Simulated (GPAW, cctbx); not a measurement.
# Bonding in HfMg3B2 as X-rays see it

Question: by how much does bonding change the X-ray structure factors of HfMg3B2, how firmly does DFT give the change, and what does a routine refinement make of it?

The start was made by putting kin elements into a known structure type; the compound need not exist, or be stable, in this form. All numbers below are calculated.

## Step 1: Relax the structure

The density hangs on the geometry, so cell and atoms are relaxed first, with the symmetry held. The cutoff is set higher than for the density because stress converges slowly with plane waves.

Settings: GPAW 26.7.0, PBE, 670 eV, 5×4×4 k-points (along the axes of the calculation cell), Fermi–Dirac width 0.1 eV, BFGS to 0.03 eV/Å.

```text
cell
1.0
     0.000000000    0.000000000    3.618000000
     5.716000000    0.000000000    0.000000000
    -2.858000000    4.950201208    0.000000000
Hf Mg B
1 3 2
Direct
0.000000000 0.000000000 0.000000000
0.500000000 0.000000000 0.500000000
0.500000000 0.500000000 0.500000000
0.500000000 0.500000000 0.000000000
0.000000000 0.666666667 0.333333333
0.000000000 0.333333333 0.666666667
```

```console
$ OMP_NUM_THREADS=1 mpirun -n 4 gpaw python run.py > gpaw.log
```

```text
BFGS:    0      -22.371897        0.771520
BFGS:    1      -22.393365        0.740758
BFGS:    2      -22.576615        0.286831
BFGS:    3      -22.591371        0.300732
...
BFGS:    6      -22.639713        0.227861
BFGS:    7      -22.651074        0.130404
BFGS:    8      -22.656041        0.014336
cell  3.6643 5.3798 5.3798  120.00 90.00 90.00
volume 91.843 A^3, largest force 0.000 eV/A, largest stress 0.15 GPa
```

After 8 steps the volume has changed by -10.3 % and the energy by -0.284 eV; the largest stress left is 0.15 GPa. It took 59 s on 4 cores of Intel(R) Xeon(R) Platinum 8488C (Sapphire Rapids) (shared host), peak memory 1.1 GiB.

Relaxed structure: P6/mmm (no. 191), a = 5.3798 Å, b = 5.3798 Å, c = 3.6643 Å, α = 90.00°, β = 90.00°, γ = 120.00°.

```csv
atom,mult.,x,y,z
Hf1,1,0,0,0
Mg1,3,0,1/2,1/2
B1,2,2/3,1/3,0
```

## Step 2: Density and charge transfer

X-rays see the whole electron density, so the PAW density is rebuilt with its core regions. Subtracting spherical free atoms from the same code cancels the cores and leaves the deformation density Δρ, the part due to bonding.

Settings: PBE, 550 eV, 6×5×5 k-points (along the axes of the calculation cell), Fermi–Dirac width 0.1 eV; primitive cell of 6 atoms.

```console
$ OMP_NUM_THREADS=1 mpirun -n 4 gpaw python run.py > gpaw.log
```

```text
|iter:   1|       0s |  -24.832590 | +0.32 |       |
|iter:   2|       1s |  -23.818507 | -1.44 | -1.04 |
|iter:   3|       1s |  -22.523573 | -1.14 | -1.15 |
...
|iter:   8|       5s |  -22.501133c| -5.45 | -3.68 |
|iter:   9|       5s |  -22.501131c| -6.90 | -4.30c|
|iter:  10|       6s |  -22.501132c| -8.00c| -5.23c|
```

```text
grid (40, 60, 60)  electrons 118.000  moved by bonding 0.978 e
deformation density beyond 0.5 A of the nuclei: max 0.100, min -0.060 e/A^3
atom        x       y       z   Voronoi charge  moment
Hf1    0.0000  0.0000  0.0000      0.286       0.00
Mg2    0.5000  0.0000  0.5000      0.123       0.00
Mg3    0.5000  0.5000  0.5000      0.123       0.00
Mg4    0.5000  0.5000  0.0000      0.123       0.00
B 5    0.0000  0.6667  0.3333     -0.328       0.00
B 6    0.0000  0.3333  0.6667     -0.328       0.00
mean inner potential of superposed free atoms 17.506 V
total magnetic moment 0.000 muB
```

Deformation density in a plane through the shortest contact of the Mg atom at the origin, in 0.01 e/Å³ (clipped at ±99); x from -1.6 to 4.0 Å, y from 2.4 down to -2.4 Å:

```text
  3   5   7   .   .   4   5   3   0   0   1   1   0  -3  -2  -6
  1   1  -3   .  11   9   7   2  -1  -1   0   1   0  -4  -5   0
  0   0  -1   2   7   8   5   1  -1   0   1   2   1  -1  -4  -4
  0   0   0   2   3   3   1   0   1   3   5   4   3   2  -1  -3
  0   0  -2  -3  -3  -3  -2   1   5   8   7   3   2   3   2   1
  1   1  -3  -3   .  -2  -4   1   7   9  10   .  -2   3   4   2
  5   3  -2  -1   .   .  -3   0   5   4   .   .   6   6   4   1
  8   4  -2  -3   .  -1  -5  -1   1  -1  -3   .  10   8   4   0
  7   3  -1  -3  -3  -3  -2  -1   0   0   0   5   8   6   3   0
  3   1   1   2   3   3   1   0   0   0   1   2   3   2   1   1
 -1   0   2   6   8   5   0   0   0  -1  -3  -3  -3  -3  -1   3
 -1   0   4   8   9   .   .  -1   2  -1  -4  -1   .  -3  -2   4
  0   1   4   5   5   .   .   5   5   1  -3   .   .  -1  -3   3
```

Atoms in or within 0.15 Å of the plane: Mg (2.8, -2.4), Mg (0.0, 0.0), B (0.4, -2.4), B (2.4, 0.0), B (-0.4, 2.4) Å. Dots mark points within about 0.45 Å of a nucleus; large values next to them are atomic features.

B gains most (-0.33 e) and Hf loses most (+0.29 e), as electronegativity suggests. Such charges fall far short of formal ones, since overlapping free atoms already put density on their neighbours. Along the shortest contact from the Mg atom at the map's origin, Mg–B at 2.40 Å, Δρ is +0.03 e/Å³ at the midpoint and highest, +0.05, 1.55 Å from Mg (points within 0.5 Å of a nucleus left out): little piles up between the atoms. At the midpoints of other shortest contacts it is -0.01 (Mg–Mg, 2.69 Å), +0.01 (Hf–B, 3.11 Å), 0.00 (B–B, 3.11 Å) and -0.01 (Hf–Mg, 3.25 Å) e/Å³. Point values carry grid noise of about 0.01 e/Å³. The run needed 10 iterations, 14 s.

## Step 3: Structure factors

The Fourier components of Δρ, added to those of the free atoms, give the static X-ray structure factors; the Mott–Bethe relation turns them into the Fourier components V of the potential that fast electrons feel.

```text
static structure factors of the conventional cell: F in electrons, V (Mott-Bethe) in volts
   h  k  l      d  |F| table  |F| free   |F| DFT   change   |V| free  |V| DFT  change %
   1  0  0  4.6590    53.011    52.981    52.715   -0.266     2.188    2.476     13.2
   0  0  1  3.6643    43.037    42.947    43.183    0.236     2.046    1.888     -7.7
   1  0  1  2.8802    68.781    68.742    68.392   -0.350     4.247    4.392      3.4
   1  1  0  2.6899    58.592    58.553    58.885    0.332     4.133    4.013     -2.9
   2  0  0  2.3295    82.922    82.772    82.439   -0.332     5.478    5.568      1.6
   1  1  1  2.1684    71.934    71.815    71.708   -0.107     5.206    5.231      0.5
   2  0  1  1.9659    30.873    30.805    30.824    0.019     0.038    0.034     -9.8
   0  0  2  1.8321    83.506    83.307    83.001   -0.306     5.812    5.863      0.9
   2  1  0  1.7610    45.463    45.350    45.433    0.083     1.493    1.481     -0.9
   1  0  2  1.7051    45.001    44.891    45.076    0.186     1.467    1.440     -1.8
   2  1  1  1.5872    58.426    58.273    58.373    0.100     2.606    2.593     -0.5
   3  0  0  1.5530    49.237    49.159    49.214    0.055     2.509    2.502     -0.3
   1  1  2  1.5143    48.740    48.667    48.511   -0.156     2.441    2.459      0.7
   2  0  2  1.4401    69.731    69.545    69.698    0.153     3.463    3.447     -0.5
```

The largest X-ray change is -0.35 e on 101, 0.5 % of |F|. For electrons V goes as (Z − F)/g², so a change of F counts against Z − F, which is small at low angle and wherever the atoms' terms cancel: |V| of 100 moves by +13.2 % (2.19 to 2.48 V) against -0.5 % in |F|. The last three rows still change by up to 0.16 e; the table stops while the angles are still low. The tabulated Hartree–Fock atoms differ from the free DFT atoms by up to 0.20 e, so the choice of reference atom matters too.

## Step 4: Which functional?

The same geometry is run with other functionals, to see whether the bonding signal is larger than the spread between approximations. Free atoms are LDA for LDA and PBE otherwise; meta-GGAs and hybrids keep PBE cores. Any other changed setting is in the row's label.

```
   run  ΔF 101 (e)  ΔF 110 (e)  ΔF 200 (e)  q(B) (e)  moved (e)  time
   PBE      -0.350      +0.332      -0.332    -0.328      0.978  14 s
   LDA      -0.339      +0.345      -0.333    -0.325      0.943  13 s
r2SCAN      -0.361      +0.342      -0.312    -0.348      1.093  23 s
```

At the base's settings ΔF(101) spans -0.361 to -0.339 e, a spread of 6 % of the PBE value; over the three listed reflections the spread is at most 6 %, so sign and size hold across the functionals. Times are from shared hosts.

## Step 5: What a spherical-atom refinement makes of it

Routine crystallography fits spherical atoms. To see the bias, intensities are simulated from tabulated atoms plus the DFT change ΔF, so that bonding alone can misfit (4186 reflections of the full sphere, merged to the counts below, to 0.45 Å, 1.5 % proportional noise plus counting noise, assumed isotropic U as listed, Δρ smeared by the mean U) and refined with cctbx over different ranges.

| range | data | R1 | GooF | U Hf1 (true 0.0049) | U Mg1 (true 0.0092) | U B1 (true 0.0111) | largest shift (Å) | Δρ max, min (e/Å³) |
| --- | --- | --- | --- | --- | --- | --- | --- | --- |
| all data | 250 | 0.0026 | 1.01 | 0.0049 | 0.0092 | 0.0112 | 0.0000 | 0.25, -0.19 |
| low resolution, d > 0.84 | 51 | 0.0028 | 1.16 | 0.0049 | 0.0090 | 0.0115 | 0.0000 | 0.12, -0.09 |
| high order, d < 0.75 | 185 | 0.0022 | 0.92 | 0.0049 | 0.0092 | 0.0112 | 0.0000 | 0.22, -0.16 |
| occupancies free, d > 0.7 | 79 | 0.0027 | 1.13 | 0.0049 | 0.0089 | 0.0114 | 0.0000 | 0.15, -0.14 |

With all data GooF is 1.01, so at this noise the bonding hardly shows; the top residual peak lies 1.16 Å from Hf and 2.51 Å from Hf. No U is off by more than 3 s.u. at low resolution. Symmetry fixes every coordinate, so the shifts are zero by construction. With Hf1 held at 1 and the scale free, the other occupancies refine to Mg1 0.997(0.003) and B1 1.002(0.014), within three s.u. of full.

## Step 6: Answer

Bonding moves 0.98 e in the primitive cell of HfMg3B2 and changes the structure factors of the conventional cell in the table above by at most 0.35 e (101, 0.5 %), and among reflections above 2 % of the strongest by up to 0.6 % (110). The shortest bond, Mg–B, has Δρ = +0.03 e/Å³ at its midpoint. At the base's settings ΔF(101) spans -0.361 to -0.339 e, a spread of 6 % of the PBE value; over the three listed reflections the spread is at most 6 %, so sign and size hold across the functionals. With all data GooF is 1.01, so at this noise the bonding hardly shows. Limits: static density, frozen cores, no spin–orbit coupling.

[Outputs are excerpts: Python notices, other lines and further rows are left out; steps that failed or that the build refused (PBEsol, TPSS) are not shown.]

[Logs are printed without paths, hosts, clocks, repeated set-up lines and the standing remarks that a program may print on its own settings, such as how far it seeks lower states.]
